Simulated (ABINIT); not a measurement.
Beyond one shot: LiH (Fm-3m). The structure is cubic, space group Fm-3m (No. 225). The conventional cell has a = 4.074 Å, b = 4.074 Å, c = 4.074 Å, α = 90.00°, β = 90.00°, γ = 90.00°. Nearest to Li lie 6 H at 2.04 Å. H has 6 Li at 2.04 Å nearest. Farther neighbours, and contacts between anions beyond the nearest, are not listed. The calculation used RPA screening on PBE from quasiparticle energies and orbitals, plane waves, norm-conserving pseudopotentials (and 4 further levels or steps) in ABINIT 10.8.3, with cutoff 33 Ha, PseudoDojo scalar-relativistic 0.4.1 standard, norm-conserving, potential set dojo-sr-pbe-0.4.1-standard, ngkpt (6, 6, 6), nband 79, ecuteps 8 Ha, gwcalctyp 27, nfreqre 1, inclvkb 2, shiftk (0, 0, 0), symchi 1, awtr 1, frequency static, cycle 10, q points all but q = 0, 6×6×6 k-mesh. The G0W0 is 4.932 eV and the self-consistent COHSEX, cycle 1 is 6.573 eV. The self-consistent COHSEX, cycle 2 is 7.779 eV, the self-consistent COHSEX, cycle 3 is 8.107 eV and the self-consistent COHSEX, cycle 4 is 8.123 eV. The self-consistent COHSEX, cycle 5 is 8.038 eV. The self-consistent COHSEX, cycle 6 is 7.942 eV and the self-consistent COHSEX, cycle 7 is 7.867 eV. The self-consistent COHSEX, cycle 8 is 7.823 eV, the self-consistent COHSEX, cycle 9 is 7.802 eV and the self-consistent COHSEX, cycle 10 is 7.796 eV. The known limits are short of the basis limit. It took 31 runs, 36 min in all on 4 MPI ranks of Arm Neoverse V1, shared host. Only the bands that the input lists are updated; the higher empty ones keep the functional's energies. Self-consistent COHSEX ends at 7.80 eV, +2.86 eV from G0W0, after 10 cycles that took 36 min beside the first screening; the last moved the gap by 0.006 eV. The database entry behind the starting cell differs from other determinations of this structure. The cell and positions come from the Crystallography Open Database and are kept as given unless a step says otherwise.

[Paths, hosts, dates, memory and timing lines, banners, echoed tables and standing remarks are left out of the program output; an Ansatz launch command may be rebuilt from the run's recorded settings. Measured values are a selection of at most five: reports struck by readers or far from the other reports are left out. None is set beside runs whose start may be inverted or whose files or cutoffs have a known fault.]

[Runs of the session that timed out or met a known fault of the program may be left out.]

[Hosts, paths, dates, database ids (printed as entryN), source tags and the programs' standing remarks are cut or masked in the printed files.]

[G0W0 gaps are taken among the corrected bands and points alone; a level outside them can change the order at an edge.]

[Where Ansatz stands beside ABINIT at settings called matched, ABINIT's density can come from a denser mesh and the files from another edition; pairs whose starting gaps differed by over 0.03 eV were left out, so agreement reads better than it is.]
